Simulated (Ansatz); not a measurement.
## Graphene zigzag nanoribbon, H-capped, B on C sites (72 atoms): geometry optimisation

Wanted: the relaxed structure of graphene zigzag nanoribbon, H-capped, B on C sites (72 atoms) and its electronic structure.

Program: Ansatz 0.2.0. Level of theory: Kohn-Sham DFT, PBE+D4, PAW (set soft_2), plane waves. Results are calculated unless marked as measured.

**1. The starting structure**

The cell holds 72 atoms: 57 C, 7 B and 8 H. Its edges and angles: a = 9.840 Å, b = 27.803 Å, c = 10.000 Å, α = 90.0°, β = 90.0°, γ = 90.0°. It derives from C (graphene) and B. Graphene (a = 2.46 Å), rectangular cell with x along the zigzag direction; strip nominally 18 Å wide, 4 periods, edges capped with H, 10 Å of vacuum, 7 of 64 C replaced by B at random; not relaxed, displaced by a Gaussian of 0.02 Å. Regions: sheet, 64 atoms (57 C and 7 B); hydrogen, 8 atoms (8 H). Vacuum lies along b and c. The structure repeats along a.

Limits known from the start: The main run has no spin polarisation, so any moments at edges, vacancies or dangling bonds can't form in it. The electron count is odd and the run has no spin polarisation.

**2. Single point at the start**

The forces at the start show how far the geometry lies from a minimum of this functional.

Contents of input.yaml:

```yaml
crystal:
  lattice:
    - [9.84, 0.0, 0.0]
    - [0.0, 27.8031, 0.0]
    - [0.0, 0.0, 10.0]
  atoms:
    - { symbol: C, position: [0.99848, 0.24534, 0.50244] }
    - { symbol: C, position: [0.12306, 0.22015, 0.49822] }
    - { symbol: C, position: [0.12703, 0.32041, 0.49811] }
    - { symbol: C, position: [0.99923, 0.29575, 0.50248] }
    [... 62 atom lines left out ...]
    - { symbol: H, position: [0.37188, 0.17909, 0.49994] }
    - { symbol: H, position: [0.37471, 0.81882, 0.49992] }
    - { symbol: H, position: [0.62474, 0.17947, 0.50095] }
    - { symbol: H, position: [0.62454, 0.81902, 0.50369] }
    - { symbol: H, position: [0.87201, 0.17917, 0.50211] }
    - { symbol: H, position: [0.87458, 0.82001, 0.49996] }
kpoints:
  mp_grid: { grid: [2, 1, 1] }
hamiltonian:
  xc: pbe
  dispersion: d4
scf:
  occupations: { method: gaussian, width: 0.025 }
output:
  forces: true
  populations: true
  dos:
    method: { smearing: { sigma: 0.15 } }
    de: 0.1
    projected:
      site_lists:
        B: [B]
        C: [C]
        H: [H]
        sheet: [0, 1, 2, 3, 4, 5, 6, 7, 8, 9, 10, 11, 12, 13, 14, 15, 16, 17, 18, 19, 20, 21, 22, 23, 24, 25, 26, 27, 28, 29, 30, 31, 32, 33, 34, 35, 36, 37, 38, 39, 40, 41, 42, 43, 44, 45, 46, 47, 48, 49, 50, 51, 52, 53, 54, 55, 56, 57, 58, 59, 60, 61, 62, 63]
        hydrogen: [64, 65, 66, 67, 68, 69, 70, 71]
  eigenvalues: true
```

The run is started by

```bash
$ ansatz run input.yaml --threads 4 --pin off --max-ram 8192MiB --backend cpu --events-out ev --progress --plain --runs-dir out
```

Run time: 85 s. Hardware: 4 threads of Arm Neoverse V1, shared host; peak memory 5.6 GiB.

The run gave:

```yaml
free_energy: -15512.0373 eV
free_energy_per_atom: -215.4450 eV/atom
scf_cycles: 22
r_m_s_force_component: 1.819 eV/Å
longest_force: 6.512 eV/Å
fermi_energy: -2.629 eV
levels_partly_filled_by_over_2_per_cent: 2
spilling_of_the_projection: 0.01128
```

The r.m.s. force component of 1.8 eV/Å sets the starting point.

Length of the force by element:

```tsv
element	coordination	atoms	mean length of the force (eV/Å)	spread	least	most
B	all	7	2.78	0.796	1.48	4.08
C	all	57	2.94	1.66	0.494	6.51
H	all	8	0.897	0.481	0.340	1.73
```

**3. Relaxation**

The atoms are relaxed in the fixed cell, aiming at the force tolerance of the input.

input.yaml, the sections that differ from step 2:

```yaml
output:
  forces: true
relax:
  f_tol: 0.05
  max_steps: 53
# crystal, kpoints, hamiltonian, scf: as in step 2
```

Wall time 7.9 min (4 threads); peak memory 5.5 GiB.

Step by step:

```tsv
step	energy less that of the first step (eV)	largest force component (eV/Å)
1	0.0000	6.2771
2	-4.9395	2.9026
3	-6.0628	0.6243
4	-6.1029	0.1839
5	-6.1413	0.3569
6	-6.1597	0.7510
7	-6.2025	0.4382
8	-6.2933	0.1237
9	-6.3431	0.2047
10	-6.3463	0.2761
11	-6.2943	0.5763
12	-6.3645	0.0707
13	-6.3656	0.0305
```

Relaxation step 11 was tried and not accepted.

The atoms that moved most (Å):

```tsv
atom	dx	dy	dz	length
H68	-0.017	0.300	-0.626	0.694
C23	-0.088	-0.126	-0.532	0.554
C16	0.011	0.217	0.495	0.541
C31	-0.049	0.265	-0.447	0.522
H72	-0.076	0.162	0.468	0.501
H66	-0.038	0.242	0.421	0.487
C63	0.008	0.158	0.425	0.453
B48	0.059	0.233	-0.371	0.442
```

The relaxation changed the energy by -88.4 meV/atom, and atoms moved by 0.26 Å r.m.s., 0.69 Å at most.

**4. Structure statistics after relaxation**

Bonds before and after, by the cutoffs listed below:

```tsv
pair	bonds before	bonds after	mean before (Å)	mean after (Å)	spread before (Å)	spread after (Å)
C-C	71	71	1.422	1.422	0.028	0.019
C-H	8	8	1.089	1.095	0.027	0.003
C-B	21	21	1.417	1.510	0.032	0.023
```

Normalised to the volume that the atoms fill. Pair distribution functions g(r), in bins of 0.2 Å:

```tsv
r (Å)	total	C-C	C-H	C-B	H-H	H-B	B-B
1.00	0.57	0.00	3.27	0.00	0.00	0.00	0.00
1.20	0.07	0.00	0.43	0.00	0.00	0.00	0.00
1.40	3.72	5.31	0.00	2.55	0.00	0.00	0.00
1.60	0.48	0.00	0.00	3.15	0.00	0.00	0.00
1.80	0.00	0.00	0.00	0.00	0.00	0.00	0.00
2.00	0.00	0.00	0.00	0.00	0.00	0.00	0.00
2.20	0.32	0.00	1.39	0.00	1.62	2.54	0.00
2.40	1.88	2.59	0.00	0.81	6.40	0.81	3.28
2.60	1.03	0.84	0.77	2.29	0.00	0.00	1.57
2.80	0.77	0.91	0.28	0.75	2.04	0.00	1.22
3.00	0.28	0.29	0.13	0.50	0.00	0.00	0.00
3.20	0.00	0.00	0.00	0.00	0.00	0.00	0.00
3.40	0.08	0.00	0.45	0.00	0.00	0.00	0.00
3.60	0.06	0.02	0.16	0.00	0.00	0.70	0.00
3.80	1.00	1.28	0.00	1.31	0.00	0.00	0.67
4.00	0.16	0.10	0.40	0.12	0.00	0.26	0.00
4.20	0.46	0.56	0.25	0.34	0.00	0.49	0.00
4.40	0.42	0.48	0.00	0.68	0.00	0.23	1.05
4.60	0.05	0.00	0.25	0.00	0.36	0.00	0.00
4.80	0.09	0.06	0.25	0.03	0.00	0.19	0.00
5.00	0.67	0.75	0.39	0.62	1.58	0.17	1.63
5.20	0.53	0.62	0.12	0.69	0.57	0.00	1.12
5.40	0.05	0.03	0.13	0.04	0.00	0.00	0.00
5.60	0.08	0.11	0.04	0.02	0.00	0.00	0.00
5.80	0.15	0.16	0.06	0.26	0.00	0.00	0.00
6.00	0.03	0.01	0.14	0.03	0.00	0.00	0.00
6.20	0.31	0.33	0.27	0.32	0.00	0.12	0.00
6.40	0.23	0.20	0.28	0.27	0.00	0.43	0.25
```

Bonds by pair of elements; cutoffs follow the first minimum of g(r), held within bounds set by covalent radii, and pairs that aren't listed don't count as bonded:

```tsv
pair A-B	cutoff (Å)	bonds	mean length (Å)	spread (Å)	shortest (Å)	B about A	A about B
C-C	1.82	71	1.42	0.019	1.38	2.49	2.49
C-H	1.39	8	1.09	0.003	1.09	0.14	1
C-B	1.93	21	1.51	0.023	1.48	0.368	3
```

How many atoms have how many bonded neighbours:

```tsv
element	mean	1	3
B	3	0	7
C	3	0	57
H	1	8	0
```

Bond angles, per cent of each kind in bins of 5°:

```tsv
angle (°)	C-C-C	B-C-C	C-B-C	C-C-H
115–120	39.2	68.8	47.6	91.7
120–125	60.8	31.2	52.4	8.3
```

Bond angles (no mean is given where the spread exceeds 20°):

```tsv
angle	count	mean (°)	spread (°)
C-C-C	120	120	1.4
B-C-C	32	119	1.6
C-B-C	21	120	2.2
C-C-H	12	119	1
B-C-H	4	122	0.4
```

By these cutoffs all B atoms have 3, all C atoms have 3 and all H atoms have 1 bonded neighbour. The C-C-C angle averages 120° with a spread of 1.4°.

**5. Single point at the relaxed geometry**

One more single point at the end of the walk gives the fuller output and checks the residual forces.

Contents of input.yaml:

```yaml
crystal:
  lattice:
    - [9.84, 0.0, 0.0]
    - [0.0, 27.8031, 0.0]
    - [0.0, 0.0, 10.0]
  atoms:
    - { symbol: C, position: [0.99642, 0.23939, 0.50715] }
    - { symbol: C, position: [0.12151, 0.21477, 0.50772] }
    - { symbol: C, position: [0.12228, 0.31649, 0.50179] }
    - { symbol: C, position: [0.9962, 0.29147, 0.50501] }
    [... 62 atom lines left out ...]
    - { symbol: H, position: [0.37256, 0.17551, 0.51015] }
    - { symbol: H, position: [0.37303, 0.82962, 0.43733] }
    - { symbol: H, position: [0.62088, 0.17549, 0.51007] }
    - { symbol: H, position: [0.65086, 0.8266, 0.48998] }
    - { symbol: H, position: [0.8722, 0.17542, 0.51042] }
    - { symbol: H, position: [0.86684, 0.82583, 0.54681] }
kpoints:
  mp_grid: { grid: [2, 1, 1] }
hamiltonian:
  xc: pbe
  dispersion: d4
scf:
  occupations: { method: gaussian, width: 0.025 }
output:
  forces: true
  populations: true
  dos:
    method: { smearing: { sigma: 0.1 } }
    de: 0.1
    projected:
      site_lists:
        B: [B]
        C: [C]
        H: [H]
        sheet: [0, 1, 2, 3, 4, 5, 6, 7, 8, 9, 10, 11, 12, 13, 14, 15, 16, 17, 18, 19, 20, 21, 22, 23, 24, 25, 26, 27, 28, 29, 30, 31, 32, 33, 34, 35, 36, 37, 38, 39, 40, 41, 42, 43, 44, 45, 46, 47, 48, 49, 50, 51, 52, 53, 54, 55, 56, 57, 58, 59, 60, 61, 62, 63]
        hydrogen: [64, 65, 66, 67, 68, 69, 70, 71]
  eigenvalues: true
  write_density: true
  write_potential: true
  volumetric_format: npy
  elf: true
```

Wall time 90 s (4 threads); peak memory 5.6 GiB.

The program notes that the exchange-correlation potential is rough where the density is thin.

Read from the output:

```
free energy                             : -15518.4029 eV
free energy per atom                    : -215.5334 eV/atom
SCF cycles                              : 23
r.m.s. force component                  : 0.00657 eV/Å
longest force                           : 0.03281 eV/Å
Fermi energy                            : -2.508 eV
levels partly filled by over 2 per cent : 2
spilling of the projection              : 0.01111
```

Löwdin charges by element (they lack the spilled electrons, 0.040 e an atom on average):

```tsv
element	coordination	atoms	mean charge (e)	spread	least	most
B	all	7	0.146	0.0342	0.113	0.196
C	all	57	0.005	0.0804	-0.285	0.0907
H	all	8	0.194	0.0066	0.184	0.201
```

By region:

```tsv
region	atoms	mean length of the force (eV/Å)
sheet	64	0.01
hydrogen	8	0.009
```

States in the cell by windows of 1 eV, zero at the Fermi level; the larger projections on atomic orbitals stand beside the total:

```tsv
from (eV)	to (eV)	total	sheet	C p	B p	C s
-10	-9	8.9	8.5	5.4	0.4	2.3
-9	-8	14.3	13.6	10.3	0.4	2.5
-8	-7	12.0	11.4	9.0	0.5	1.5
-7	-6	21.0	19.7	17.1	0.6	1.6
-6	-5	26.0	24.6	22.5	0.6	0.9
-5	-4	25.8	24.8	22.2	1.4	0.7
-4	-3	20.0	19.5	17.1	1.8	0.4
-3	-2	20.4	20.0	16.8	2.7	0.4
-2	-1	16.5	16.2	13.6	2.3	0.2
-1	0	11.6	11.6	9.5	2.0	0.1
0	1	7.2	7.1	6.1	1.0	0.0
1	2	3.1	3.1	2.9	0.2	0.0
2	3	7.0	6.8	6.4	0.3	0.0
3	4	13.8	11.0	10.2	0.8	0.1
4	5	21.6	9.3	7.3	1.6	0.3
```

Between -19 and -10 eV lie 80 more states.

The levels nearest the highest filled one (over half full), pooled over k-points and spins:

```tsv
level less the highest filled one (eV)	occupation
-0.456	2
-0.442	2
-0.360	2
-0.347	2
-0.253	2
0	1.09
0.0044	0.898
0.0496	0.007
0.284	0
0.408	0
0.749	0
0.762	0
```

Mean Löwdin charges: B +0.15, C +0.01, H +0.19 e (they miss 1.1 % of the electrons, so they add up to more than the cell's charge). Charges this small depend on the projection, at times even in sign. Within 0.4 eV of the Fermi level the largest share is C p (85 % of the projected weight).

**6. What came out**

```
energy change in the relaxation : -88.41 meV/atom
r.m.s. displacement             : 0.262 Å
largest displacement            : 0.694 Å
free energy per atom            : -215.5334 eV/atom
r.m.s. force component          : 0.00657 eV/Å
wall time of the 3 DFT runs     : 11 min
```

In words: Relaxation lowers the energy by 88.4 meV/atom and moves atoms by 0.26 Å r.m.s.; the r.m.s. force component goes from 1.8 to 0.0066 eV/Å. By the final cutoffs no bond was broken or made. From the first step to the last the energy fell by 6.366 eV, and the largest move was 0.69 Å (H68). The C-B bonds change most in mean length: from 1.417 Å (spread 0.032) to 1.510 Å (spread 0.023). Counting bonds as in the table, all B atoms have 3, all C atoms have 3 and all H atoms have 1 bonded neighbour. No gap is quoted: the electron count is odd and spin is off, so a level is left part filled.

[Logs are printed without paths, hosts, clocks, repeated set-up lines and the standing remarks that a program may print on its own settings, such as how far it seeks lower states.]

[Hosts, paths, dates, database ids (printed as entryN), source tags and the programs' standing remarks are cut or masked in the printed files.]
